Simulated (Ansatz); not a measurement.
# Pt wire along [111], 19 atoms a period: bands along the axis, part 2 of 2

Wanted: the relaxed geometry and the bands of the Pt wire along [111], 19 atoms a period.

Ansatz 0.2.0; DFT PBE, plane waves, PAW; relaxation of a wire's period; PAW set soft_1 (the session's first sound run).

So far: Set-up; The relaxed wire.

## (2) The relaxed wire (continued)

Relaxation path:

```tsv
step	energy less that of the first step (eV)	largest force component (eV/Å)	pressure (GPa)	volume (Å³)
1	0.0000	2.0754	-4.04	1133.86
2	-2.8467	0.5080	0.18	1097.67
3	-3.0282	0.1787	-0.02	1099.79
4	-3.0523	0.0430	-0.09	1101.99
5	-3.0532	0.0191	0.04	1102.40
6	-3.0533	0.0062	0.00	1102.84
7*	-3.0478	0.0065	0.01	1102.84
```

Relaxation steps marked * repeat the geometry before them on a plane-wave basis chosen anew for their cell, so energy and pressure can jump there.

The run keeps the 4 symmetry operations that it works with, so distortions that break them were not tested.

```tsv
cell as run	before	after	change
c (Å)	6.876	6.688	-2.7 %
```

The atoms that moved most (Å, along periodic axes as changes of fractional coordinates times the final cell, across vacuum about the mean position):

```tsv
atom	dx	dy	dz	length
Pt8	0.000	0.212	-0.124	0.245
Pt14	0.000	-0.212	0.124	0.245
Pt11	0.178	0.107	0.122	0.241
Pt16	-0.178	0.107	0.122	0.241
Pt5	0.178	-0.107	-0.122	0.241
Pt10	-0.178	-0.107	-0.122	0.241
Pt12	-0.128	0.072	-0.050	0.155
Pt15	0.128	0.072	-0.050	0.155
```

Final coordinates:

```cif
data_structure
_symmetry_space_group_name_H-M 'P 1'
_symmetry_Int_Tables_number 1
_cell_length_a 12.4140
_cell_length_b 13.2830
_cell_length_c 6.6881
_cell_angle_alpha 90.000
_cell_angle_beta 90.000
_cell_angle_gamma 90.000
_cell_volume 1102.84
loop_
_atom_site_label
_atom_site_type_symbol
_atom_site_fract_x
_atom_site_fract_y
_atom_site_fract_z
_atom_site_occupancy
Pt1 Pt 0.38941 0.32120 0.99969 1
Pt2 Pt 0.50002 0.50000 0.00000 1
Pt3 Pt 0.61062 0.32120 0.99969 1
Pt4 Pt 0.72179 0.50000 0.00000 1
Pt5 Pt 0.28823 0.61398 0.31514 1
Pt6 Pt 0.37664 0.43354 0.34088 1
Pt7 Pt 0.50002 0.63280 0.34139 1
Pt8 Pt 0.50002 0.27190 0.31481 1
Pt9 Pt 0.62340 0.43354 0.34088 1
Pt10 Pt 0.71180 0.61398 0.31514 1
Pt11 Pt 0.28823 0.38602 0.68486 1
Pt12 Pt 0.37664 0.56646 0.65912 1
Pt13 Pt 0.50002 0.36720 0.65861 1
Pt14 Pt 0.50002 0.72810 0.68519 1
Pt15 Pt 0.62340 0.56646 0.65912 1
Pt16 Pt 0.71180 0.38602 0.68486 1
Pt17 Pt 0.27824 0.50000 0.00000 1
Pt18 Pt 0.38941 0.67880 0.00031 1
Pt19 Pt 0.61062 0.67880 0.00031 1
```

This step gave:

```yaml
energy_at_zero_smearing: -237950.2367 eV
cell_length_along_the_wire: 6.688 Å
```

The cell's length comes to 6.688 Å with spin left out.

## (3) Bands of the perfect wire

This step: DFT PBE, plane waves, PAW; bands of a perfect wire; PAW set soft_1 (Ansatz 0.2.0).

At the relaxed period the bands are computed along the axis; those that cross an energy going forward count the channels that a perfect wire would open there.

Input file input.yaml:

```yaml
crystal:
  lattice:
    - [12.414, 0.0, 0.0]
    - [0.0, 13.283, 0.0]
    - [0.0, 0.0, 6.6881422263]
  atoms:
    - { symbol: Pt, position: [0.389412942, 0.321197177, 0.999694076] }
    - { symbol: Pt, position: [0.500017232, 0.5, 0.0] }
    - { symbol: Pt, position: [0.610621522, 0.321197177, 0.999694076] }
    - { symbol: Pt, position: [0.721791651, 0.5, 0.0] }
    - { symbol: Pt, position: [0.288232626, 0.613981891, 0.315139435] }
    - { symbol: Pt, position: [0.376639322, 0.43354357, 0.340882764] }
    - { symbol: Pt, position: [0.500017232, 0.632799501, 0.341390477] }
    - { symbol: Pt, position: [0.500017232, 0.27189614, 0.314807807] }
    - { symbol: Pt, position: [0.623395142, 0.43354357, 0.340882764] }
    - { symbol: Pt, position: [0.711801838, 0.613981891, 0.315139435] }
    - { symbol: Pt, position: [0.288232626, 0.386018109, 0.684860565] }
    - { symbol: Pt, position: [0.376639322, 0.56645643, 0.659117236] }
    - { symbol: Pt, position: [0.500017232, 0.367200499, 0.658609523] }
    - { symbol: Pt, position: [0.500017232, 0.72810386, 0.685192193] }
    - { symbol: Pt, position: [0.623395142, 0.56645643, 0.659117236] }
    - { symbol: Pt, position: [0.711801838, 0.386018109, 0.684860565] }
    - { symbol: Pt, position: [0.278242813, 0.5, 0.0] }
    - { symbol: Pt, position: [0.389412942, 0.678802823, 0.000305924] }
    - { symbol: Pt, position: [0.610621522, 0.678802823, 0.000305924] }
kpoints:
  mp_grid: { grid: [1, 1, 12] }
  band_path: { path: ["Γ", Z], npoints: 90 }
scf:
  occupations: { method: fermi_dirac, width: 0.05 }
hamiltonian:
  xc: pbe
  pseudopotentials: { kind: paw, azcp: { folder: soft_1 } }
output:
  dos: { e_range: [-5, 4] }
  write_potential: true
  write_density: true
  volumetric_format: npy
```

Started as:

```sh
> ansatz run input.yaml --threads 4 --pin off --max-ram 16384MiB --backend cpu --events-out ev --progress --plain --runs-dir out
```

Numbers of over 12 decimals in the logs are rounded to 6 here.

Output:

```text
[...]
Crystal: 19 atoms, lattice volume = 1102.842 Å³
Basis set: ecut = 420 eV, 21559 PW (Γ)
Bands: 206, of which v1, the nominal top of the filled ones, is band 171 counted from 1 (170 counted from 0)
Symmetry: 4 space group operations
[...]
k-points: 7 of 12
[...]
SCF iter   1: F=—  HF=-237956.152946 eV  |F-HF|=—  |Δ(HF+E_count)|=         —  Δρ=4.38e-2  dr2=2.00e1  ethr=3.10e-3  ⟨swp⟩=7.7  Hψ=5716  notcnv=0  defer=76
[...]
SCF iter  15: F=-237950.418287 eV  HF=-237950.418287 eV  |F-HF|=2.97e-9  |Δ(HF+E_count)|=   6.84e-9  Δρ=1.22e-6  dr2=2.19e-8  ethr=2.92e-11  ⟨swp⟩=14.0  Hψ=4916  notcnv=0
SCF 1 converged in 15 iterations: F = -237950.418287 eV  dr2 = 2.19e-8
[...]
NSCF: frozen V_eff on 91 k-points
WARN: The output density's exchange-correlation potential varies sharply where the density is thin. Do not read a vacuum level from v_tot or v_xc, or from such a field of the output density. On a cell that repeats whose density bears no net charge and no dipole along the vacuum's axis use v_es (v_loc + v_h of the components); under efield.dipole_correction with no amplitude use v_es + v_field, which holds any externa [...]
SCF converged after 15 iterations
Free energy (F): -237950.418287 eV
[...]
Internal energy: -237950.055657 eV  (E = F + TS)
E sigma→0 (E₀):  -237950.236972 eV
Entropy (-TS):   -0.362629 eV (-19.086 meV/atom)
Fermi energy:    2.256108 eV
[...]
--- Band table (eV; the first three rows and the last of 7) ---
  k-point 0: bands = [... 167 lower, 2.0722, 2.1156, 2.1868, 2.2434, 2.2492, 2.3151, 2.3202, 2.3230, ... 31 higher]
  k-point 1: bands = [... 167 lower, 2.0648, 2.0752, 2.2451, 2.2506, 2.2583, 2.2662, 2.3802, 2.3864, ... 31 higher]
  k-point 2: bands = [... 167 lower, 2.0674, 2.1128, 2.2101, 2.2212, 2.2588, 2.2637, 2.3985, 2.4355, ... 31 higher]
  k-point 6: bands = [... 167 lower, 1.9201, 2.1854, 2.1931, 2.3793, 2.3901, 2.3912, 2.4130, 2.4680, ... 31 higher]
```

Elapsed: 4.6 min, on 4 threads of Arm Neoverse V2, shared host; peak memory 10 GiB; 18 min of CPU time.

Numbers from this step:

```yaml
energy_at_zero_smearing: -237950.2370 eV
band_gap: 0 eV
```

Electronic bands along the path, in eV, zero at the Fermi level; # counts the bands kept:

```tsv
point	#57	#58	#59	#60	#61	#62	#63	#64
Γ	-0.18	-0.14	-0.07	-0.01	-0.01	0.06	0.06	0.07
halfway	-0.23	-0.06	-0.05	0.01	0.02	0.03	0.03	0.15
Z	-0.34	-0.07	-0.06	0.12	0.13	0.14	0.16	0.21
```

Between Γ and Z the bands cross the Fermi level 6 times, so a perfect wire would conduct at least 6 G₀, with spin left out.

## (4) Outcome

```
cell length, PBE                                            : 6.688 Å
ballistic conductance by band crossings, a lower bound, PBE : 6 G₀
```

In words: Under PBE the cell's length is 6.69 Å, and the bands cross the Fermi level 6 times between Γ and Z, which gives a perfect wire at least 6 G₀ (opposite crossings within one step of the path cancel in such a count). No spin was allowed, though thin wires with open d shells can turn magnetic. Spin-orbit coupling is left out, which matters for the bands of heavy atoms.

[Logs are printed without paths, hosts, clocks, repeated set-up lines and the standing remarks that a program may print on its own settings, such as how far it seeks lower states.]

[Hosts, paths, dates, database ids (printed as entryN), source tags and the programs' standing remarks are cut or masked in the printed files.]
